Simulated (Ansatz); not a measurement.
## A hypothetical structure for Sc6S

Starting from a made-up structure for Sc6S, the aim is the relaxed cell, its shortest contacts and, where a second run follows, its electronic structure.

Method: DFT, PBE, plane-wave PAW, files of the set soft_1, scalar-relativistic, no spin, cell and ions relaxed at zero pressure; PAW set soft_1, in the first sound run; inputs show where later runs differ, in Ansatz 0.2.0.

## Step 1: The structure

It takes space group P-31m (No. 162, trigonal). Conventional cell: a = 5.874 Å, b = 5.874 Å, c = 5.343 Å, α = 90.00°, β = 90.00°, γ = 120.00°. Nearest to Sc lie 1 S at 2.45 Å. Nearest to S lie 6 Sc at 2.45 Å. Farther neighbours and most contacts between anions are not listed.

Coordinates:

```cif
data_structure
_symmetry_space_group_name_H-M 'P 1'
_symmetry_Int_Tables_number 1
_cell_length_a 5.8740
_cell_length_b 5.8740
_cell_length_c 5.3430
_cell_angle_alpha 90.000
_cell_angle_beta 90.000
_cell_angle_gamma 120.000
_cell_volume 159.66
loop_
_atom_site_label
_atom_site_type_symbol
_atom_site_fract_x
_atom_site_fract_y
_atom_site_fract_z
_atom_site_occupancy
Sc1 Sc 0.34240 0.34240 0.73680 1
Sc2 Sc 0.65760 0.00000 0.73680 1
Sc3 Sc 0.00000 0.65760 0.73680 1
Sc4 Sc 0.65760 0.65760 0.26320 1
Sc5 Sc 0.00000 0.34240 0.26320 1
Sc6 Sc 0.34240 0.00000 0.26320 1
S7 S 0.00000 0.00000 0.00000 1
```

## Step 2: Relaxation of the guess

The guessed cell has no reason to be at equilibrium. It is relaxed with the atoms, within the space group of the guess.

Input file input.yaml:

```yaml
crystal:
  lattice:
    - [5.874, 0.0, 0.0]
    - [-2.937, 5.087033222, 0.0]
    - [0.0, 0.0, 5.343]
  atoms:
    - { symbol: Sc, position: [0.3424, 0.3424, 0.7368] }
    - { symbol: Sc, position: [0.6576, 0.0, 0.7368] }
    - { symbol: Sc, position: [0.0, 0.6576, 0.7368] }
    - { symbol: Sc, position: [0.6576, 0.6576, 0.2632] }
    - { symbol: Sc, position: [0.0, 0.3424, 0.2632] }
    - { symbol: Sc, position: [0.3424, 0.0, 0.2632] }
    - { symbol: S, position: [0.0, 0.0, 0.0] }
kpoints:
  mp_grid: { grid: [5, 5, 5] }
scf:
  occupations: { method: fermi_dirac, width: 0.05 }
hamiltonian:
  xc: pbe
  pseudopotentials: { kind: paw, azcp: { folder: soft_1 } }
relax:
  f_tol: 0.015
  max_steps: 70
  cell: {}
output:
  forces: true
  stress: true
```

Started as:

```
$ ansatz run input.yaml --threads 4 --pin off --max-ram 10240MiB --backend cpu --events-out ev --progress --plain --runs-dir out
```

Numbers of over 12 decimals in the logs are rounded to 6 here.

The program printed:

```text
Engine: ansatz 0.2.0, x86_64-unknown-linux-gnu
Pseudopotentials: kind: paw
Pseudopotential: Sc, paw, valence charge 11, recommended cutoff 420 eV (normal), soft_1/Sc.paw.azcp
Pseudopotential: S, paw, valence charge 6, recommended cutoff 420 eV (normal), soft_1/S.paw.azcp
Functional definition: PBE
  parameter kappa = 0.804
  parameter beta = 0.066725
  exchange = pbe_x(kappa = kappa, mu = beta*pi^2/3)
  correlation = pbe_c(beta = beta)
Crystal: 7 atoms, lattice volume = 159.655 Å³
Basis set: ecut = 420 eV, 3149 PW (Γ), exchange–correlation on 80×80×72 points (8 copies of the dense FFT grid, shifted against one another)
Bands: 44, of which v1, the nominal top of the filled ones, is band 36 counted from 1 (35 counted from 0)
Symmetry: 12 space group operations
Space group: P-31m (ITA 162), of the structure as read, at distance tolerance 5.4e-5 Å
k-points: 19 of 125
Non-local potential: Sc, projectors of the file, l = 0: 3, l = 1: 2, l = 2: 3, l = 3: 1
Non-local potential: S, projectors of the file, l = 0: 2, l = 1: 2, l = 2: 1
PAW form: soft (Blöchl's): semilocal exchange-correlation on the pseudo side does not see the compensation charge
PAW one-centre angular grid: Sc, 590 points (default); XC on 64 Gauss nodes
PAW one-centre angular grid: S, 110 points (default); XC on 64 Gauss nodes
Initial density: superposition of atomic densities (chi_scale 0.1, normalization cell, long waves kept (reshape's long-wave potential 0.02 eV rms))
Initial wavefunctions: pseudopotential atomic-orbital guess
Functional: x = pbe(κ = 0.804, μ = 0.219515), c = pbe(β = 0.066725)
SCF iter   1: F=—  HF=-13720.990242 eV  |F-HF|=—  |Δ(HF+E_count)|=         —  Δρ=2.64e-2  dr2=3.47e0  ethr=3.10e-3  ⟨swp⟩=6.9  Hψ=3283  notcnv=0
preconditioner: auto → Kerker (q_TF=auto, 2.389 Å⁻¹)  [metal: Δε(μ)=0.016 eV  Ē_g=3.765 eV  σ=0.050 eV  W_gap=0.08  n_scr=28 (ndim 8)  ℏωp=14.4 eV  f_vac=0.000  D(μ)=11.94/eV (n_scr^D=132)]
SCF iter   2: F=—  HF=-13720.452164 eV  |F-HF|=—  |Δ(HF+E_count)|=   5.38e-1  Δρ=1.45e-2  dr2=1.20e0  ethr=3.10e-3  ⟨swp⟩=2.0  Hψ=1348  notcnv=0
SCF iter   3: F=—  HF=-13720.177830 eV  |F-HF|=—  |Δ(HF+E_count)|=   2.74e-1  Δρ=3.34e-3  dr2=3.83e-2  ethr=1.67e-3  ⟨swp⟩=2.5  Hψ=1237  notcnv=0
SCF iter   4: F=—  HF=-13720.171256 eV  |F-HF|=—  |Δ(HF+E_count)|=   6.57e-3  Δρ=9.44e-4  dr2=1.88e-3  ethr=5.32e-5  ⟨swp⟩=3.0  Hψ=1413  notcnv=0
SCF iter   5: F=—  HF=-13720.170844 eV  |F-HF|=—  |Δ(HF+E_count)|=   4.11e-4  Δρ=2.25e-4  dr2=1.12e-4  ethr=2.61e-6  ⟨swp⟩=2.5  Hψ=1350  notcnv=0
SCF iter   6: F=—  HF=-13720.170833 eV  |F-HF|=—  |Δ(HF+E_count)|=   1.15e-5  Δρ=5.45e-5  dr2=5.50e-6  ethr=1.56e-7  ⟨swp⟩=2.0  Hψ=1030  notcnv=0
SCF iter   7: F=—  HF=-13720.170844 eV  |F-HF|=—  |Δ(HF+E_count)|=   1.14e-5  Δρ=1.23e-5  dr2=2.30e-7  ethr=7.64e-9  ⟨swp⟩=2.7  Hψ=1400  notcnv=0
SCF iter   8: F=-13720.170844 eV  HF=-13720.170844 eV  |F-HF|=4.42e-9  |Δ(HF+E_count)|=   2.38e-8  Δρ=2.55e-6  dr2=1.16e-8  ethr=1.39e-10  ⟨swp⟩=4.3  Hψ=2574  notcnv=0
SCF 1 converged in 8 iterations: F = -13720.170844 eV  dr2 = 1.16e-8
  greatest PAW one-centre occupation: 0.998 electrons in one spin orbital (limit 2), on the Sc atom at site 5 (counted from 0), in its partial waves of l = 0
relax step   1: F+E_penalty+E_count = -13720.17084391 eV  Δ(F+E_penalty+E_count) = +0.000e0 eV  max|allowed force component| = 3.164e-1 eV/Å  Δτ_max = 0.0000 Å  P = +2.854 GPa  Ω = 159.655 Å³  (8 SCF iters, dr2 threshold 1.00e-7 eV, accepted)
Crystal: 7 atoms, lattice volume = 171.341 Å³
Basis set: ecut = 420 eV, 3355 PW (Γ), exchange–correlation on 80×80×72 points (8 copies of the dense FFT grid, shifted against one another)
Initial density: handed on by an earlier stage of this run
Initial wavefunctions: those handed on with the density
SCF iter   1: F=—  HF=-13720.507764 eV  |F-HF|=—  |Δ(HF+E_count)|=         —  Δρ=1.68e-2  dr2=2.63e0  ethr=3.10e-3  ⟨swp⟩=11.9  Hψ=3737  notcnv=0
preconditioner: auto → Kerker (q_TF=auto, 2.361 Å⁻¹)  [metal: Δε(μ)=0.004 eV  Ē_g=2.992 eV  σ=0.050 eV  W_gap=0.02  n_scr=28 (ndim 8)  ℏωp=13.3 eV  f_vac=0.000  D(μ)=11.82/eV (n_scr^D=132)]
SCF iter   2: F=—  HF=-13720.179663 eV  |F-HF|=—  |Δ(HF+E_count)|=   3.28e-1  Δρ=1.02e-2  dr2=1.08e0  ethr=3.10e-3  ⟨swp⟩=1.0  Hψ=988  notcnv=0
SCF iter   3: F=—  HF=-13719.954732 eV  |F-HF|=—  |Δ(HF+E_count)|=   2.25e-1  Δρ=1.64e-3  dr2=5.99e-3  ethr=1.50e-3  ⟨swp⟩=2.1  Hψ=1141  notcnv=0
SCF iter   4: F=—  HF=-13719.953974 eV  |F-HF|=—  |Δ(HF+E_count)|=   7.58e-4  Δρ=6.99e-4  dr2=1.02e-3  ethr=8.32e-6  ⟨swp⟩=2.0  Hψ=1233  notcnv=0
SCF iter   5: F=—  HF=-13719.953872 eV  |F-HF|=—  |Δ(HF+E_count)|=   1.02e-4  Δρ=1.70e-4  dr2=6.67e-5  ethr=1.42e-6  ⟨swp⟩=2.0  Hψ=961  notcnv=0
SCF iter   6: F=—  HF=-13719.953508 eV  |F-HF|=—  |Δ(HF+E_count)|=   3.64e-4  Δρ=4.83e-5  dr2=4.88e-6  ethr=9.27e-8  ⟨swp⟩=1.9  Hψ=942  notcnv=0
SCF iter   7: F=-13719.953508 eV  HF=-13719.953508 eV  |F-HF|=1.58e-7  |Δ(HF+E_count)|=   6.75e-8  Δρ=1.20e-5  dr2=4.05e-7  ethr=9.72e-10  ⟨swp⟩=4.6  Hψ=2596  notcnv=0
SCF 2 converged in 7 iterations: F = -13719.953508 eV  dr2 = 4.05e-7
relax step   2: F+E_penalty+E_count = -13719.95350832 eV  Δ(F+E_penalty+E_count) = +2.173e-1 eV  max|allowed force component| = 6.903e-1 eV/Å  Δτ_max = 0.1747 Å  P = -1.086 GPa  Ω = 171.341 Å³  energy of the carried Pulay correction = -6.336e-4 eV  (7 SCF iters, dr2 threshold 7.00e-7 eV, rejected (line search))
Crystal: 7 atoms, lattice volume = 165.699 Å³
Basis set: ecut = 420 eV, 3223 PW (Γ), exchange–correlation on 80×80×72 points (8 copies of the dense FFT grid, shifted against one another)
iter 1 solved again at ethr=1.58e-3 eV; its pass at ethr=3.10e-3 eV (dr2=1.14e0 eV) is discarded
SCF iter   1: F=—  HF=-13720.533864 eV  |F-HF|=—  |Δ(HF+E_count)|=         —  Δρ=1.20e-2  dr2=1.14e0  ethr=1.58e-3  ⟨swp⟩=1.1  Hψ=4959  notcnv=0
preconditioner: auto → Kerker (q_TF=auto, 2.374 Å⁻¹)  [metal: Δε(μ)=0.038 eV  Ē_g=3.930 eV  σ=0.050 eV  W_gap=0.18  n_scr=28 (ndim 8)  ℏωp=14.1 eV  f_vac=0.000  D(μ)=9.13/eV (n_scr^D=82)]
SCF iter   2: F=—  HF=-13720.384245 eV  |F-HF|=—  |Δ(HF+E_count)|=   1.50e-1  Δρ=7.16e-3  dr2=4.62e-1  ethr=1.58e-3  ⟨swp⟩=1.0  Hψ=836  notcnv=0
SCF iter   3: F=—  HF=-13720.283250 eV  |F-HF|=—  |Δ(HF+E_count)|=   1.01e-1  Δρ=9.89e-4  dr2=2.23e-3  ethr=6.41e-4  ⟨swp⟩=2.2  Hψ=1142  notcnv=0
SCF iter   4: F=—  HF=-13720.282605 eV  |F-HF|=—  |Δ(HF+E_count)|=   6.45e-4  Δρ=3.64e-4  dr2=2.49e-4  ethr=3.10e-6  ⟨swp⟩=2.1  Hψ=1228  notcnv=0
SCF iter   5: F=—  HF=-13720.282570 eV  |F-HF|=—  |Δ(HF+E_count)|=   3.48e-5  Δρ=1.05e-4  dr2=2.47e-5  ethr=3.46e-7  ⟨swp⟩=2.4  Hψ=1356  notcnv=0
SCF iter   6: F=—  HF=-13720.282661 eV  |F-HF|=—  |Δ(HF+E_count)|=   9.15e-5  Δρ=2.49e-5  dr2=1.14e-6  ethr=3.43e-8  ⟨swp⟩=2.8  Hψ=1521  notcnv=0
SCF iter   7: F=—  HF=-13720.282662 eV  |F-HF|=—  |Δ(HF+E_count)|=   6.40e-7  Δρ=5.02e-6  dr2=4.62e-8  ethr=1.58e-9  ⟨swp⟩=2.2  Hψ=986  notcnv=0
SCF iter   8: F=—  HF=-13720.282662 eV  |F-HF|=—  |Δ(HF+E_count)|=   4.60e-9  Δρ=1.41e-6  dr2=4.54e-9  ethr=6.41e-11  ⟨swp⟩=2.8  Hψ=1512  notcnv=0
SCF iter   9: F=—  HF=-13720.282662 eV  |F-HF|=—  |Δ(HF+E_count)|=  6.62e-10  Δρ=4.82e-7  dr2=5.72e-10  ethr=6.30e-12  ⟨swp⟩=2.9  Hψ=1678  notcnv=0
SCF iter  10: F=-13720.282662 eV  HF=-13720.282662 eV  |F-HF|=1.82e-12  |Δ(HF+E_count)|=  1.26e-10  Δρ=9.33e-8  dr2=1.60e-11  ethr=1.00e-12  ⟨swp⟩=3.0  Hψ=2857  notcnv=0
SCF 3 converged in 10 iterations: F = -13720.282662 eV  dr2 = 1.60e-11
relax step   3: F+E_penalty+E_count = -13720.28266195 eV  Δ(F+E_penalty+E_count) = -1.118e-1 eV  max|allowed force component| = 1.918e-2 eV/Å  Δτ_max = 0.0517 Å  P = -0.106 GPa  Ω = 165.699 Å³  energy of the carried Pulay correction = -3.333e-4 eV  (10 SCF iters, accepted)
Crystal: 7 atoms, lattice volume = 164.791 Å³
Basis set: ecut = 420 eV, 3211 PW (Γ), exchange–correlation on 80×80×72 points (8 copies of the dense FFT grid, shifted against one another)
iter 1 solved again at ethr=1.75e-6 eV; its pass at ethr=3.10e-3 eV (dr2=1.26e-3 eV) is discarded
SCF iter   1: F=—  HF=-13720.286236 eV  |F-HF|=—  |Δ(HF+E_count)|=         —  Δρ=5.46e-4  dr2=1.29e-3  ethr=1.75e-6  ⟨swp⟩=1.6  Hψ=4397  notcnv=0
preconditioner: auto → Kerker (q_TF=auto, 2.377 Å⁻¹)  [metal: Δε(μ)=0.014 eV  Ē_g=3.962 eV  σ=0.050 eV  W_gap=0.07  n_scr=28 (ndim 8)  ℏωp=14.2 eV  f_vac=0.000  D(μ)=8.51/eV (n_scr^D=70)]
SCF iter   2: F=—  HF=-13720.286052 eV  |F-HF|=—  |Δ(HF+E_count)|=   1.84e-4  Δρ=3.21e-4  dr2=5.27e-4  ethr=1.75e-6  ⟨swp⟩=1.7  Hψ=852  notcnv=0
SCF iter   3: F=—  HF=-13720.286039 eV  |F-HF|=—  |Δ(HF+E_count)|=   1.32e-5  Δρ=5.03e-5  dr2=1.08e-5  ethr=7.32e-7  ⟨swp⟩=2.0  Hψ=1027  notcnv=0
iter 4 did not close the SCF: its close was put off for the readings that it lacked (scf_convergence_deferred on its scf_iter line)
SCF iter   4: F=-13720.286036 eV  HF=-13720.286036 eV  |F-HF|=1.95e-7  |Δ(HF+E_count)|=   2.66e-6  Δρ=1.74e-5  dr2=6.15e-7  ethr=1.51e-8  ⟨swp⟩=2.0  Hψ=1082  notcnv=0
iter 5 did not close the SCF: its close was put off for the readings that it lacked (scf_convergence_deferred on its scf_iter line)
SCF iter   5: F=-13720.286036 eV  HF=-13720.286036 eV  |F-HF|=1.56e-8  |Δ(HF+E_count)|=   7.96e-8  Δρ=4.31e-6  dr2=4.19e-8  ethr=8.54e-10  ⟨swp⟩=2.0  Hψ=1094  notcnv=0
SCF iter   6: F=-13720.286036 eV  HF=-13720.286036 eV  |F-HF|=4.06e-10  |Δ(HF+E_count)|=   5.51e-9  Δρ=9.86e-7  dr2=1.87e-9  ethr=5.82e-11  ⟨swp⟩=1.1  Hψ=2507  notcnv=0
SCF 4 converged in 6 iterations: F = -13720.286036 eV  dr2 = 1.87e-9
  greatest PAW one-centre occupation: 0.998 electrons in one spin orbital (limit 2), on the Sc atom at site 4 (counted from 0), in its partial waves of l = 0
relax step   4: F+E_penalty+E_count = -13720.28603628 eV  Δ(F+E_penalty+E_count) = -3.374e-3 eV  max|allowed force component| = 3.412e-2 eV/Å  Δτ_max = 0.0057 Å  P = +0.190 GPa  Ω = 164.791 Å³  energy of the carried Pulay correction = -2.840e-4 eV  (6 SCF iters, dr2 threshold 7.00e-7 eV, accepted)
Crystal: 7 atoms, lattice volume = 165.442 Å³
iter 1 solved again at ethr=2.87e-6 eV; its pass at ethr=3.10e-3 eV (dr2=2.07e-3 eV) is discarded
SCF iter   1: F=—  HF=-13720.287600 eV  |F-HF|=—  |Δ(HF+E_count)|=         —  Δρ=6.17e-4  dr2=1.99e-3  ethr=2.87e-6  ⟨swp⟩=2.2  Hψ=4091  notcnv=0
preconditioner: auto → Kerker (q_TF=auto, 2.375 Å⁻¹)  [metal: Δε(μ)=0.015 eV  Ē_g=3.974 eV  σ=0.050 eV  W_gap=0.07  n_scr=28 (ndim 8)  ℏωp=14.1 eV  f_vac=0.000  D(μ)=8.56/eV (n_scr^D=70)]
SCF iter   2: F=—  HF=-13720.287310 eV  |F-HF|=—  |Δ(HF+E_count)|=   2.90e-4  Δρ=3.64e-4  dr2=8.33e-4  ethr=2.77e-6  ⟨swp⟩=2.0  Hψ=884  notcnv=0
SCF iter   3: F=—  HF=-13720.287094 eV  |F-HF|=—  |Δ(HF+E_count)|=   2.16e-4  Δρ=6.84e-5  dr2=2.30e-5  ethr=1.16e-6  ⟨swp⟩=2.0  Hψ=1050  notcnv=0
SCF iter   4: F=—  HF=-13720.287209 eV  |F-HF|=—  |Δ(HF+E_count)|=   1.15e-4  Δρ=2.32e-5  dr2=8.23e-7  ethr=3.20e-8  ⟨swp⟩=2.0  Hψ=1085  notcnv=0
iter 5 did not close the SCF: its close was put off for the readings that it lacked (scf_convergence_deferred on its scf_iter line)
SCF iter   5: F=-13720.287209 eV  HF=-13720.287209 eV  |F-HF|=1.00e-8  |Δ(HF+E_count)|=   6.06e-8  Δρ=5.02e-6  dr2=4.18e-8  ethr=1.14e-9  ⟨swp⟩=3.0  Hψ=1566  notcnv=0
SCF iter   6: F=-13720.287209 eV  HF=-13720.287209 eV  |F-HF|=8.19e-11  |Δ(HF+E_count)|=  7.13e-10  Δρ=1.45e-6  dr2=3.50e-9  ethr=5.81e-11  ⟨swp⟩=1.0  Hψ=2620  notcnv=0
SCF 5 converged in 6 iterations: F = -13720.287209 eV  dr2 = 3.50e-9
relax step   5: F+E_penalty+E_count = -13720.28720859 eV  Δ(F+E_penalty+E_count) = -1.172e-3 eV  max|allowed force component| = 2.482e-2 eV/Å  Δτ_max = 0.0077 Å  P = +0.049 GPa  Ω = 165.442 Å³  energy of the carried Pulay correction = -3.194e-4 eV  (6 SCF iters, dr2 threshold 4.17e-7 eV, accepted)
Crystal: 7 atoms, lattice volume = 165.432 Å³
iter 1 solved again at ethr=5.58e-7 eV; its pass at ethr=3.10e-3 eV (dr2=4.02e-4 eV) is discarded
SCF iter   1: F=—  HF=-13720.287469 eV  |F-HF|=—  |Δ(HF+E_count)|=         —  Δρ=2.67e-4  dr2=4.04e-4  ethr=5.58e-7  ⟨swp⟩=2.0  Hψ=3485  notcnv=0
preconditioner: auto → Kerker (q_TF=auto, 2.375 Å⁻¹)  [metal: Δε(μ)=0.013 eV  Ē_g=3.960 eV  σ=0.050 eV  W_gap=0.07  n_scr=28 (ndim 8)  ℏωp=14.1 eV  f_vac=0.000  D(μ)=8.64/eV (n_scr^D=70)]
SCF iter   2: F=—  HF=-13720.287411 eV  |F-HF|=—  |Δ(HF+E_count)|=   5.82e-5  Δρ=1.55e-4  dr2=1.77e-4  ethr=5.58e-7  ⟨swp⟩=1.0  Hψ=836  notcnv=0
SCF iter   3: F=—  HF=-13720.287368 eV  |F-HF|=—  |Δ(HF+E_count)|=   4.33e-5  Δρ=2.60e-5  dr2=2.09e-6  ethr=2.46e-7  ⟨swp⟩=2.0  Hψ=1051  notcnv=0
SCF iter   4: F=—  HF=-13720.287476 eV  |F-HF|=—  |Δ(HF+E_count)|=   1.08e-4  Δρ=8.74e-6  dr2=1.78e-7  ethr=2.90e-9  ⟨swp⟩=2.0  Hψ=1108  notcnv=0
iter 5 did not close the SCF: its close was put off for the readings that it lacked (scf_convergence_deferred on its scf_iter line)
SCF iter   5: F=-13720.287476 eV  HF=-13720.287476 eV  |F-HF|=4.22e-9  |Δ(HF+E_count)|=   2.81e-8  Δρ=1.70e-6  dr2=7.43e-9  ethr=2.48e-10  ⟨swp⟩=2.0  Hψ=1061  notcnv=0
SCF iter   6: F=-13720.287476 eV  HF=-13720.287476 eV  |F-HF|=2.31e-10  |Δ(HF+E_count)|=  8.59e-10  Δρ=4.98e-7  dr2=5.92e-10  ethr=1.03e-11  ⟨swp⟩=1.4  Hψ=2568  notcnv=0
SCF 6 converged in 6 iterations: F = -13720.287476 eV  dr2 = 5.92e-10
relax step   6: F+E_penalty+E_count = -13720.28747558 eV  Δ(F+E_penalty+E_count) = -2.670e-4 eV  max|allowed force component| = 2.252e-3 eV/Å  Δτ_max = 0.0027 Å  P = +0.009 GPa  Ω = 165.432 Å³  energy of the carried Pulay correction = -3.189e-4 eV  (6 SCF iters, dr2 threshold 3.85e-8 eV, accepted)
Basis set: ecut = 420 eV, 3211 PW (Γ), exchange–correlation on 80×80×80 points (8 copies of the dense FFT grid, shifted against one another)
Initial wavefunctions: pseudopotential atomic-orbital guess (no wavefunctions were taken with the density)
iter 1 solved again at ethr=1.18e-6 eV; its pass at ethr=3.10e-3 eV (dr2=8.53e-4 eV) is discarded
SCF iter   1: F=—  HF=-13720.287722 eV  |F-HF|=—  |Δ(HF+E_count)|=         —  Δρ=6.99e-5  dr2=2.31e-7  ethr=1.18e-6  ⟨swp⟩=3.1  Hψ=5211  notcnv=0
eigensolver tolerance schedule: the retry pair's looser diagonalisation over-reported the residual by 3695.39 of it (diagonalisation noise at an unbounded share of the residual, at the tolerance the schedule requests for it); recorded, not acted on — ethr = c·dr2/N_el stays at c = 1.0e-1
preconditioner: auto → Kerker (q_TF=auto, 2.375 Å⁻¹)  [metal: Δε(μ)=0.014 eV  Ē_g=3.964 eV  σ=0.050 eV  W_gap=0.07  n_scr=28 (ndim 8)  ℏωp=14.1 eV  f_vac=0.000  D(μ)=8.62/eV (n_scr^D=70)]
SCF iter   2: F=—  HF=-13720.287779 eV  |F-HF|=—  |Δ(HF+E_count)|=   5.72e-5  Δρ=3.55e-5  dr2=6.33e-8  ethr=3.21e-10  ⟨swp⟩=2.9  Hψ=1686  notcnv=0
SCF iter   3: F=—  HF=-13720.287787 eV  |F-HF|=—  |Δ(HF+E_count)|=   8.13e-6  Δρ=2.06e-6  dr2=4.87e-9  ethr=8.79e-11  ⟨swp⟩=2.0  Hψ=1413  notcnv=0
SCF iter   4: F=—  HF=-13720.287787 eV  |F-HF|=—  |Δ(HF+E_count)|=   2.38e-9  Δρ=8.65e-7  dr2=8.17e-10  ethr=6.76e-12  ⟨swp⟩=2.0  Hψ=1063  notcnv=0
iter 5 did not close the SCF: its close was put off for the readings that it lacked (scf_convergence_deferred on its scf_iter line)
SCF iter   5: F=-13720.287787 eV  HF=-13720.287787 eV  |F-HF|=2.36e-11  |Δ(HF+E_count)|=  1.27e-10  Δρ=1.42e-7  dr2=4.93e-11  ethr=1.13e-12  ⟨swp⟩=2.1  Hψ=1409  notcnv=0
SCF iter   6: F=-13720.287787 eV  HF=-13720.287787 eV  |F-HF|=5.46e-12  |Δ(HF+E_count)|=  1.82e-12  Δρ=8.31e-8  dr2=1.45e-11  ethr=1.00e-12  ⟨swp⟩=3.0  Hψ=2604  notcnv=0
SCF 7 converged in 6 iterations: F = -13720.287787 eV  dr2 = 1.45e-11
relax step   7: F+E_penalty+E_count = -13720.28778748 eV  Δ(F+E_penalty+E_count) = -3.119e-4 eV  max|allowed force component| = 2.211e-3 eV/Å  Δτ_max = 0.0000 Å  P = +0.009 GPa  Ω = 165.432 Å³  stress off target by 1.28e-2 GPa  SCF on the basis re-selected at this cell (its energy is not comparable with the rows above)  (6 SCF iters)
basis re-selected at this cell: Δ(F+E_penalty+E_count) = -3.119e-4 eV, ΔP = -0.000 GPa vs the last step (what re-selecting the basis moved, of the pressure what is left beyond the Pulay correction that the steps carried, after the strain that the cell walked since its last selection, with what the two solves' SCF thresholds leave and, on support functions, any second-order correction that the steps lacked; it is no measure of the basis error at this ecutwfc). The dense FFT grid was sized anew with the basis: this SCF ran on 40×40×40 points, the steps before it on 40×40×36, so part of this shift can come from that change (see relax.cell in the input reference). [rest of the remark cut]
SCF converged after 6 iterations
Free energy (F): -13720.287787 eV
Harris-Foulkes:  -13720.287787 eV  (|F-HF|=5.46e-12)
Internal energy: -13720.215042 eV  (E = F + TS)
E sigma→0 (E₀):  -13720.251415 eV
Entropy (-TS):   -0.072745 eV (-10.392 meV/atom)
Fermi energy:    9.021128 eV
--- Per-component energies (eV) ---
  E_band       = -1031.383939
  E_kinetic    = 1345.370981
  E_local      = -5306.356942  (includes V_loc(G=0)·N_el)
  E_nonlocal   = 892.324150
  E_hartree    = 1899.283475
  E_xc         = -601.679827
  E_vxc        = -712.770586  (∫ρ·V_xc dr)
  E_paw        = -6553.629656  (= ΣΔE_a)
  E_vpaw       = -1048.518992  (= ΣTr[D̂ρ^β])
  E_aug_tail   = 0.000265  (compensation charges beyond the density's cutoff)
  E_ewald      = -5395.527487
  E_smearing   = -0.072745  (= −TS)
  E_closure    = -0.000000  (closes the sum)
  Σ components = -13720.287787   (vs F -13720.287787, Δ=0.00e0)
--- Forces (eV/Å), atoms counted from 1 ---
  atom   1  Sc     0.00060113     0.00104118    -0.00221068
  atom   2  Sc    -0.00120225    -0.00000000    -0.00221068
  atom   3  Sc     0.00060113    -0.00104118    -0.00221068
  atom   4  Sc    -0.00060113    -0.00104118     0.00221068
  atom   5  Sc    -0.00060113     0.00104118     0.00221068
  atom   6  Sc     0.00120225     0.00000000     0.00221068
  atom   7  S     -0.00000000     0.00000000    -0.00000000
  max |Σ_I F_I| component: 8.67e-18 eV/Å
--- Stress (GPa, compression-positive) ---
        0.006660       0.000000      -0.000000
        0.000000       0.006660      -0.000000
       -0.000000      -0.000000       0.012827
  P = ⅓ Tr σ = 0.0087 GPa (0.087 kbar)
--- Relaxed structure (6 steps of the walk, 5 accepted, 1 SCFs on fresh bases) ---
  F+E_penalty+E_count = -13720.28778748 eV   max|allowed force component| = 2.211e-3 eV/Å   (the final SCF, on the basis selected at the relaxed cell)
  cell:  # Å, volume = 165.4321 Å³
    - [5.910662, 0.0, 0]
    - [-2.955331, 5.118784, 0]
    - [0, 0.0, 5.467852]
  atoms:
    - { symbol: Sc, position: [0.348093, 0.348093, 0.744194] }
    - { symbol: Sc, position: [0.651907, 0, 0.744194] }
    - { symbol: Sc, position: [0, 0.651907, 0.744194] }
    - { symbol: Sc, position: [0.651907, 0.651907, 0.255806] }
    - { symbol: Sc, position: [-8.326672684688674e-17, 0.348093, 0.255806] }
    - { symbol: Sc, position: [0.348093, 0, 0.255806] }
    - { symbol: S, position: [0, 0, 0] }
```

It took 14 s on 4 threads of AMD EPYC 7B13 (Zen 3), shared host; peak memory 0.65 GiB; 46 s of CPU time.

[end of part 1 of 2]

[Logs are printed without paths, hosts, clocks, repeated set-up lines and the standing remarks that a program may print on its own settings, such as how far it seeks lower states.]

[Hosts, paths, dates, database ids (printed as entryN), source tags and the programs' standing remarks are cut or masked in the printed files.]
